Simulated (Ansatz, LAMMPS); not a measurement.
## Glassy Ca3Al2Si3O12 (120 atoms): a short ab initio trajectory

Wanted: a short trajectory of glassy Ca3Al2Si3O12 (120 atoms) with its pair distributions.

Program: Ansatz 0.2.0. Level of theory: Kohn-Sham DFT, PBE, PAW (set soft_2), plane waves. Results are calculated unless marked as measured.

### 1. Starting point

The cell holds 120 atoms: 12 Al, 18 Ca, 72 O and 18 Si. Cell: a = 11.667 Å, b = 11.667 Å, c = 11.667 Å, α = 90.0°, β = 90.0°, γ = 90.0°. 120 atoms (12 Al, 18 Ca, 72 O, 18 Si) placed at random at 2.84 g/cm³, melted at 4500 K for 20 ps at fixed volume with the Morse and Coulomb pair potential with partial charges (Pedone, Malavasi, Menziani, Cormack and Segre, J. Phys. Chem. B 110, 11780 (2006)). Quenched from 4500 K to 300 K at 10 K/ps and fixed volume, held 20 ps at zero pressure.

Before any run, some limits are plain. The quench rate of 10 K/ps is orders of magnitude faster than experiment, which tends to freeze in extra defects. The network of bonds at the start is that of the classical potential that made the cell. The Brillouin zone is sampled at Γ only, in a cell whose shortest periodic width is 12 Å.

### 2. Single point at the start

A single point comes first, to see the forces before anything moves.

The input, input.yaml:

```yaml
crystal:
  lattice:
    - [11.66705, 0.0, 0.0]
    - [0.0, 11.66705, 0.0]
    - [0.0, 0.0, 11.66705]
  atoms:
    - { symbol: Al, position: [0.1587, 0.84499, 0.67821] }
    - { symbol: Al, position: [0.41317, 0.87024, 0.32129] }
    - { symbol: Al, position: [0.01768, 0.9463, 0.88815] }
    - { symbol: Al, position: [0.609, 0.30006, 0.50296] }
    [... 110 atom lines left out ...]
    - { symbol: Si, position: [0.95657, 0.72262, 0.5445] }
    - { symbol: Si, position: [0.07644, 0.16477, 0.72386] }
    - { symbol: Si, position: [0.35097, 0.01048, 0.11448] }
    - { symbol: Si, position: [0.5818, 0.72743, 0.46621] }
    - { symbol: Si, position: [0.41412, 0.46737, 0.13731] }
    - { symbol: Si, position: [0.71608, 0.73594, 0.25634] }
kpoints:
  mp_grid: { grid: [1, 1, 1] }
hamiltonian:
  xc: pbe
scf:
  occupations: { method: fermi_dirac, width: 0.078 }
output:
  forces: true
```

Command:

```console
> ansatz run input.yaml --threads 4 --pin off --max-ram 8192MiB --backend cpu --events-out ev --progress --plain --runs-dir out
```

It took 22 s on 4 threads of Arm Neoverse V1, shared host; peak memory 2.3 GiB; 83 s of CPU time.

The run gave:

| Quantity | Value |
| --- | --- |
| free energy | -91612.4676 eV |
| free energy per atom | -763.4372 eV/atom |
| SCF cycles | 9 |
| r.m.s. force component | 1.515 eV/Å |
| longest force | 8.457 eV/Å |
| Fermi energy | 7.082 eV |

The r.m.s. force component of 1.5 eV/Å sets the starting point.

Neighbours are counted within 3.08 Å (O-Ca), 2.12 Å (O-Si), 2.33 Å (O-Al).

Length of the force by element and coordination:

| element | coordination | atoms | mean length of the force (eV/Å) | spread | least | most |
| --- | --- | --- | --- | --- | --- | --- |
| Al | all | 12 | 2.16 | 0.959 | 0.678 | 3.66 |
| Al | 4 | 10 | 2.14 | 1.02 | 0.678 | 3.66 |
| Al | 5 | 2 | 2.24 | 0.562 | 1.68 | 2.80 |
| Ca | all | 18 | 1.09 | 0.481 | 0.301 | 1.99 |
| Ca | 5 | 3 | 1.20 | 0.570 | 0.705 | 1.99 |
| Ca | 6 | 10 | 1.19 | 0.423 | 0.576 | 1.93 |
| Ca | 7 | 3 | 0.953 | 0.485 | 0.301 | 1.46 |
| Ca | 8 | 2 | 0.598 | 0.0888 | 0.509 | 0.687 |
| O | all | 72 | 2.32 | 1.31 | 0.225 | 8.46 |
| O | 2 | 8 | 1.16 | 0.535 | 0.669 | 2.07 |
| O | 3 | 38 | 2.32 | 1.09 | 0.448 | 5.69 |
| O | 4 | 26 | 2.68 | 1.54 | 0.225 | 8.46 |
| Si | all | 18 | 3.12 | 1.61 | 0.592 | 8.28 |

### 3. Dynamics at 900 K

A Langevin thermostat couples each atom to a heat bath, at the price of damped dynamics. The time step is 1.0 fs.

Changes to input.yaml since step 2:

```diff
@@ -15 +15,8 @@
   forces: true
+md:
+  timestep: 1.0
+  n_steps: 178
+  ensemble: nvt_langevin
+  temperature: 900
+  initial_velocities: maxwell_boltzmann
+  seed: 9158
```

Run time: 48 min. Hardware: 4 threads; peak memory 2.5 GiB; 3.1 h of CPU time.

The program notes that it switched symmetry off.

The trajectory, sampled:

| time (fs) | T (K) | potential (meV/atom) |
| --- | --- | --- |
| 0.0 | 892 | 0.0 |
| 12.0 | 921 | -3.1 |
| 24.0 | 659 | 23.0 |
| 36.0 | 935 | 2.1 |
| 47.0 | 833 | 8.4 |
| 59.0 | 858 | 8.5 |
| 71.0 | 863 | 11.9 |
| 83.0 | 870 | 14.2 |
| 95.0 | 803 | 28.3 |
| 107.0 | 860 | 17.9 |
| 119.0 | 862 | 15.4 |
| 131.0 | 883 | 23.5 |
| 142.0 | 876 | 20.7 |
| 154.0 | 912 | 23.5 |
| 166.0 | 840 | 23.4 |
| 178.0 | 951 | 9.4 |

Mean square displacement from the first frame to the last: Al 0.093 Å², Ca 0.15 Å², O 0.13 Å², Si 0.060 Å².

The mean square displacement by time lag:

| time lag (fs) | Al (Å²) | Ca (Å²) | O (Å²) | Si (Å²) |
| --- | --- | --- | --- | --- |
| 1.0 | 8.6e-5 | 4.9e-5 | 1.3e-4 | 8.1e-5 |
| 8.0 | 0.00515 | 0.00302 | 0.00762 | 0.00473 |
| 12.0 | 0.0107 | 0.00660 | 0.0157 | 0.00955 |
| 19.0 | 0.0224 | 0.0156 | 0.0320 | 0.0184 |
| 26.0 | 0.0333 | 0.0273 | 0.0473 | 0.0254 |
| 34.0 | 0.0424 | 0.0434 | 0.0626 | 0.0312 |
| 37.0 | 0.0448 | 0.0499 | 0.0681 | 0.0335 |
| 45.0 | 0.0489 | 0.0679 | 0.0822 | 0.0408 |
| 52.0 | 0.0516 | 0.0839 | 0.0933 | 0.0482 |
| 56.0 | 0.0534 | 0.0927 | 0.0988 | 0.0521 |
| 63.0 | 0.0574 | 0.107 | 0.107 | 0.0579 |
| 70.0 | 0.0624 | 0.120 | 0.114 | 0.0623 |
| 78.0 | 0.0681 | 0.131 | 0.122 | 0.0663 |
| 81.0 | 0.0700 | 0.135 | 0.125 | 0.0675 |
| 89.0 | 0.0738 | 0.142 | 0.132 | 0.0695 |

Over the second half of 178 fs the temperature averages 872 K with swings of 45 K r.m.s. From first frame to last Ca has the largest mean square displacement, 0.15 Å² at the end; the farthest move is 1.00 Å. The count of bonds goes from 236 in the first frame to 238 in the last, by one set of cutoffs: 6 pairs passed out of them and 8 came within. The run spans 0.18 ps, too short for its means to be equilibrium values.

### 4. Local order late in the run

The g(r) is a mean over the second half; what follows it is taken at the last frame.

Bonds before and after, by the cutoffs listed below:

| pair | bonds before | bonds after | mean before (Å) | mean after (Å) | spread before (Å) | spread after (Å) |
| --- | --- | --- | --- | --- | --- | --- |
| O-Ca | 114 | 114 | 2.554 | 2.508 | 0.212 | 0.250 |
| O-Si | 72 | 72 | 1.611 | 1.659 | 0.058 | 0.074 |
| O-Al | 50 | 52 | 1.776 | 1.818 | 0.097 | 0.110 |

Density 2.83 g/cm³, 13.23 Å³ an atom.

Mean of 14 frames. Pair distribution functions g(r), in bins of 0.2 Å:

| r (Å) | total | O-O | O-Ca | O-Si | O-Al | Ca-Ca | Ca-Si |
| --- | --- | --- | --- | --- | --- | --- | --- |
| 1.50 | 0.50 | 0.00 | 0.00 | 2.79 | 0.02 | 0.00 | 0.00 |
| 1.70 | 2.46 | 0.00 | 0.00 | 9.64 | 6.03 | 0.00 | 0.00 |
| 1.90 | 0.65 | 0.00 | 0.00 | 0.38 | 4.84 | 0.00 | 0.00 |
| 2.10 | 0.23 | 0.00 | 0.93 | 0.02 | 0.53 | 0.00 | 0.00 |
| 2.30 | 0.59 | 0.07 | 3.09 | 0.03 | 0.05 | 0.00 | 0.00 |
| 2.50 | 0.99 | 1.40 | 2.58 | 0.03 | 0.08 | 0.00 | 0.00 |
| 2.70 | 1.35 | 2.90 | 1.46 | 0.04 | 0.08 | 0.00 | 0.09 |
| 2.90 | 1.06 | 1.98 | 0.77 | 0.16 | 0.14 | 0.00 | 0.98 |
| 3.10 | 0.99 | 1.19 | 0.48 | 0.37 | 0.49 | 0.31 | 2.25 |
| 3.30 | 0.91 | 0.79 | 0.49 | 0.61 | 0.68 | 1.41 | 2.22 |
| 3.50 | 0.96 | 0.75 | 0.71 | 1.06 | 0.89 | 1.50 | 3.20 |
| 3.70 | 1.08 | 0.80 | 1.04 | 1.21 | 1.21 | 1.39 | 2.99 |
| 3.90 | 0.95 | 0.66 | 0.81 | 1.29 | 1.44 | 1.56 | 1.42 |
| 4.10 | 1.10 | 0.65 | 1.16 | 1.63 | 1.77 | 1.11 | 1.13 |
| 4.30 | 1.11 | 0.80 | 1.17 | 1.68 | 1.49 | 1.34 | 0.45 |
| 4.50 | 1.01 | 0.95 | 1.15 | 1.20 | 1.13 | 0.56 | 0.70 |
| 4.70 | 0.91 | 1.03 | 1.12 | 0.75 | 0.75 | 0.67 | 0.54 |
| 4.90 | 1.07 | 1.21 | 1.49 | 0.77 | 0.76 | 0.38 | 0.64 |
| 5.10 | 1.02 | 1.23 | 1.17 | 0.75 | 0.67 | 1.04 | 0.68 |
| 5.30 | 1.02 | 1.32 | 0.92 | 0.77 | 0.78 | 0.71 | 0.65 |
| 5.50 | 0.99 | 1.16 | 0.83 | 0.85 | 0.89 | 0.85 | 0.85 |
| 5.70 | 0.94 | 0.94 | 0.81 | 0.97 | 1.02 | 0.96 | 0.71 |

Bonds by pair of elements; cutoffs follow the first minimum of g(r), held within bounds set by covalent radii, and pairs that aren't listed don't count as bonded:

| pair A-B | cutoff (Å) | bonds | mean length (Å) | spread (Å) | shortest (Å) | B about A | A about B |
| --- | --- | --- | --- | --- | --- | --- | --- |
| O-Ca | 3.12 | 114 | 2.51 | 0.25 | 2.06 | 1.58 | 6.33 |
| O-Si | 2.12 | 72 | 1.66 | 0.074 | 1.54 | 1 | 4 |
| O-Al | 2.38 | 52 | 1.82 | 0.11 | 1.59 | 0.722 | 4.33 |

How many atoms have how many bonded neighbours:

| element | mean | 2 | 3 | 4 | 5 | 6 | 7 | 8 |
| --- | --- | --- | --- | --- | --- | --- | --- | --- |
| Al | 4.33 | 0 | 0 | 8 | 4 | 0 | 0 | 0 |
| Ca | 6.33 | 0 | 0 | 2 | 1 | 5 | 9 | 1 |
| O | 3.31 | 10 | 31 | 30 | 1 | 0 | 0 | 0 |
| Si | 4 | 0 | 0 | 18 | 0 | 0 | 0 | 0 |

Bond angles (no mean is given where the spread exceeds 20°):

| angle | count | mean (°) | spread (°) |
| --- | --- | --- | --- |
| O-Ca-O | 314 | - | - |
| Ca-O-Si | 108 | 112 | 19.5 |
| O-Si-O | 108 | 109 | 7.9 |
| O-Al-O | 88 | 108 | 19.3 |
| Al-O-Ca | 67 | 109 | 18.8 |

Oxygen atoms by the number of network formers (Si, P, Ge, B, Al, As, Ga) bound to them:

| network formers bound to O | O atoms | per cent |
| --- | --- | --- |
| 0 | 0 | 0 |
| 1 | 20 | 27.8 |
| 2 | 52 | 72.2 |

Network units: each former by its oxygen neighbours and how many of them bridge to another former:

| former | O neighbours | bridging O | atoms |
| --- | --- | --- | --- |
| Si | 4 | 2 | 6 |
| Si | 4 | 3 | 7 |
| Si | 4 | 4 | 5 |
| Al | 4 | 3 | 1 |
| Al | 4 | 4 | 7 |
| Al | 5 | 5 | 4 |

Bond length by coordination (bonds to H left out):

| element | coordination | atoms | mean bond length (Å) |
| --- | --- | --- | --- |
| Al | 4 | 8 | 1.77 |
| Al | 5 | 4 | 1.89 |
| Ca | 4 | 2 | 2.40 |
| Ca | 5 | 1 | 2.30 |
| Ca | 6 | 5 | 2.51 |
| Ca | 7 | 9 | 2.54 |
| Ca | 8 | 1 | 2.50 |
| O | 2 | 10 | 1.68 |
| O | 3 | 31 | 2.01 |
| O | 4 | 30 | 2.23 |
| O | 5 | 1 | 2.40 |

Rings of the network by King's shortest-path rule, up to 12 atoms, one path for each pair of neighbours; H, halogens, alkali and alkaline-earth atoms are left out, and the last column divides by all other atoms, bonded or not:

| ring size (atoms) | rings | per network atom |
| --- | --- | --- |
| 4 | 2 | 0.02 |
| 6 | 2 | 0.02 |
| 8 | 1 | 0.01 |
| 10 | 8 | 0.078 |
| 12 | 9 | 0.088 |

For some of the pairs, g(r) has its first main peak near 2.7 Å (O-O), 2.3 Å (O-Ca), 1.6 Å (O-Si) and 1.8 Å (O-Al). By these cutoffs 67 % of Al atoms have 4, 50 % of Ca atoms have 7, 43 % of O atoms have 3 and all Si atoms have 4 bonded neighbours. 72 % of the oxygens bridge two formers (Si and Al) and 28 % are non-bridging. The commonest Si unit has 4 oxygens, 3 of them shared with other formers (7 of 18 atoms). Rings of 12 atoms are the most common (41 % of those counted); sizes run from 4 to 12, where the search stops.

### 5. Single point at the last frame

The last frame is solved again with fuller output, to read the electronic structure of a thermally displaced geometry.

The input, input.yaml:

```yaml
crystal:
  lattice:
    - [11.66705, 0.0, 0.0]
    - [0.0, 11.66705, 0.0]
    - [0.0, 0.0, 11.66705]
  atoms:
    - { symbol: Al, position: [0.13552, 0.8228, 0.66733] }
    - { symbol: Al, position: [0.4017, 0.88748, 0.32213] }
    - { symbol: Al, position: [0.01912, 0.94039, 0.89716] }
    - { symbol: Al, position: [0.59944, 0.30216, 0.49064] }
    [... 110 atom lines left out ...]
    - { symbol: Si, position: [0.99054, 0.69469, 0.53754] }
    - { symbol: Si, position: [0.08506, 0.15707, 0.73503] }
    - { symbol: Si, position: [0.35347, 0.00591, 0.11154] }
    - { symbol: Si, position: [0.57289, 0.74861, 0.44471] }
    - { symbol: Si, position: [0.42313, 0.46772, 0.14446] }
    - { symbol: Si, position: [0.72884, 0.75311, 0.23892] }
kpoints:
  mp_grid: { grid: [1, 1, 1] }
hamiltonian:
  xc: pbe
scf:
  occupations: { method: fixed }
output:
  forces: true
  stress: true
  populations: intrinsic
  dos:
    method: { smearing: { sigma: 0.15 } }
    de: 0.1
    projected: { site_lists: { Al: [Al], Ca: [Ca], O: [O], Si: [Si] } }
  eigenvalues: true
  write_density: true
  write_potential: true
  volumetric_format: npy
  elf: true
```

Elapsed: 39 s, on 4 threads; peak memory 2.3 GiB.

Numbers from this run:

| Property | Result |
| --- | --- |
| free energy | -91611.3393 eV |
| free energy per atom | -763.4278 eV/atom |
| SCF cycles | 9 |
| pressure | 1.401 GPa |
| r.m.s. force component | 1.31 eV/Å |
| longest force | 5.635 eV/Å |
| Fermi energy | 5.481 eV |
| gap (highest filled to lowest empty level) | 3.018 eV |

Neighbours are counted within 3.12 Å (O-Ca), 2.12 Å (O-Si), 2.38 Å (O-Al), the cutoffs taken from the dynamics.

Length of the force by element and coordination:

| element | coordination | atoms | mean length of the force (eV/Å) | spread | least | most |
| --- | --- | --- | --- | --- | --- | --- |
| Al | all | 12 | 2.39 | 1.23 | 0.323 | 5.20 |
| Al | 4 | 8 | 2.75 | 1.37 | 0.323 | 5.20 |
| Al | 5 | 4 | 1.68 | 0.220 | 1.48 | 2.03 |
| Ca | all | 18 | 1.16 | 0.437 | 0.417 | 2.16 |
| Ca | 4 | 2 | 1.39 | 0.209 | 1.18 | 1.59 |
| Ca | 5 | 1 | 1.64 | 0 | 1.64 | 1.64 |
| Ca | 6 | 5 | 1.07 | 0.364 | 0.581 | 1.70 |
| Ca | 7 | 9 | 1.11 | 0.503 | 0.417 | 2.16 |
| Ca | 8 | 1 | 1.05 | 0 | 1.05 | 1.05 |
| O | all | 72 | 1.88 | 0.971 | 0.426 | 4.72 |
| O | 2 | 10 | 1.83 | 0.705 | 0.901 | 3.16 |
| O | 3 | 31 | 1.97 | 1.18 | 0.589 | 4.72 |
| O | 4 | 30 | 1.83 | 0.802 | 0.426 | 3.78 |
| O | 5 | 1 | 1.36 | 0 | 1.36 | 1.36 |
| Si | all | 18 | 2.87 | 1.32 | 1.12 | 5.63 |

Intrinsic-atomic-orbital charges by element and coordination:

| element | coordination | atoms | mean charge (e) | spread | least | most |
| --- | --- | --- | --- | --- | --- | --- |
| Al | all | 12 | 1.23 | 0.0374 | 1.18 | 1.31 |
| Al | 4 | 8 | 1.25 | 0.0306 | 1.22 | 1.31 |
| Al | 5 | 4 | 1.20 | 0.0145 | 1.18 | 1.21 |
| Ca | all | 18 | 1.77 | 0.0158 | 1.74 | 1.81 |
| Ca | 4 | 2 | 1.79 | 0.0155 | 1.77 | 1.81 |
| Ca | 5 | 1 | 1.76 | 0 | 1.76 | 1.76 |
| Ca | 6 | 5 | 1.78 | 0.0159 | 1.76 | 1.81 |
| Ca | 7 | 9 | 1.77 | 0.0133 | 1.74 | 1.78 |
| Ca | 8 | 1 | 1.79 | 0 | 1.79 | 1.79 |
| O | all | 72 | -1.05 | 0.101 | -1.28 | -0.874 |
| O | 2 | 10 | -0.946 | 0.0723 | -1.15 | -0.874 |
| O | 3 | 31 | -1.03 | 0.0823 | -1.28 | -0.916 |
| O | 4 | 30 | -1.10 | 0.0947 | -1.26 | -0.981 |
| O | 5 | 1 | -1.06 | 0 | -1.06 | -1.06 |
| Si | all | 18 | 1.59 | 0.0512 | 1.49 | 1.69 |

States in the cell by windows of 1 eV, zero at the Fermi level; the larger projections on atomic orbitals stand beside the total:

| from (eV) | to (eV) | total | O p | Si p | O s |
| --- | --- | --- | --- | --- | --- |
| -18 | -17 | 52.4 | 0.6 | 5.2 | 39.5 |
| -17 | -16 | 31.4 | 0.4 | 2.2 | 24.5 |
| -16 | -15 | 1.7 | 0.0 | 0.1 | 1.4 |
| -15 | -10 | 0.0 | 0.0 | 0.0 | 0.0 |
| -10 | -9 | 1.1 | 0.8 | 0.1 | 0.1 |
| -9 | -8 | 6.1 | 4.1 | 0.2 | 0.4 |
| -8 | -7 | 21.0 | 14.3 | 0.8 | 1.4 |
| -7 | -6 | 20.9 | 15.3 | 1.7 | 1.0 |
| -6 | -5 | 43.6 | 33.3 | 4.7 | 1.5 |
| -5 | -4 | 60.3 | 48.6 | 4.8 | 2.1 |
| -4 | -3 | 78.0 | 68.4 | 2.5 | 1.5 |
| -3 | -2 | 92.5 | 85.8 | 1.2 | 0.8 |
| -2 | -1 | 77.2 | 73.1 | 0.7 | 0.4 |
| -1 | 0 | 30.7 | 29.4 | 0.2 | 0.1 |
| 0 | 1 | 0.8 | 0.7 | 0.0 | 0.0 |
| 1 | 2 | 0.0 | 0.0 | 0.0 | 0.0 |
| 2 | 3 | 1.2 | 0.0 | 0.0 | 0.3 |
| 3 | 4 | 1.3 | 0.1 | 0.0 | 0.2 |
| 4 | 5 | 26.3 | 2.1 | 1.8 | 1.7 |

With fixed occupations the program's Fermi level is the highest filled level; weight inside the gap is the broadening of levels at its edges.

Between -26 and -18 eV lie 166 more states.

The stored curve holds about 684 of the 720 electrons; the rest, give or take the few that broadening carries across the Fermi level, lie in deeper levels below its range.

The levels nearest the highest filled one (over half full), pooled over k-points and spins:

| level less the highest filled one (eV) | occupation |
| --- | --- |
| -0.533 | 2 |
| -0.467 | 2 |
| -0.395 | 2 |
| -0.375 | 2 |
| -0.130 | 2 |
| 0 | 2 |
| 3.02 | 0 |
| 4.13 | 0 |
| 4.27 | 0 |
| 4.36 | 0 |
| 4.46 | 0 |
| 4.56 | 0 |

Mean intrinsic-atomic-orbital charges: Al +1.23, Ca +1.77, O -1.05, Si +1.59 e.

### 6. Results

* mean temperature, second half: 872.3 K
* temperature swing, second half: 44.67 K
* free energy per atom: -763.4278 eV/atom
* pressure: 1.401 GPa
* r.m.s. force component: 1.31 eV/Å
* gap (highest filled to lowest empty level): 3.018 eV
* wall time of the 3 DFT runs: 49 min

**Reading.** Over the second half of 178 fs the temperature averages 872 K with swings of 45 K r.m.s. The count of bonds goes from 236 in the first frame to 238 in the last, by one set of cutoffs: 6 pairs passed out of them and 8 came within. The run spans 0.18 ps, too short for its means to be equilibrium values. By these cutoffs 67 % of Al atoms have 4, 50 % of Ca atoms have 7, 43 % of O atoms have 3 and all Si atoms have 4 bonded neighbours. 72 % of the oxygens bridge two formers (Si and Al) and 28 % are non-bridging. Between filled and empty levels lie 3.02 eV (at Γ alone); a semilocal functional tends to put such gaps too low. In a disordered cell it changes from sample to sample, and tail or defect levels can set it.

**Limits.** The starting topology of bonds comes from the classical model; in DFT 6 of its 236 bonded pairs passed out of the cutoffs and 8 came within them. The pressure of a single frame lacks the kinetic term, about 0.91 GPa here.

[Logs are printed without paths, hosts, clocks, repeated set-up lines and the standing remarks that a program may print on its own settings, such as how far it seeks lower states.]

[Hosts, paths, dates, database ids (printed as entryN), source tags and the programs' standing remarks are cut or masked in the printed files.]
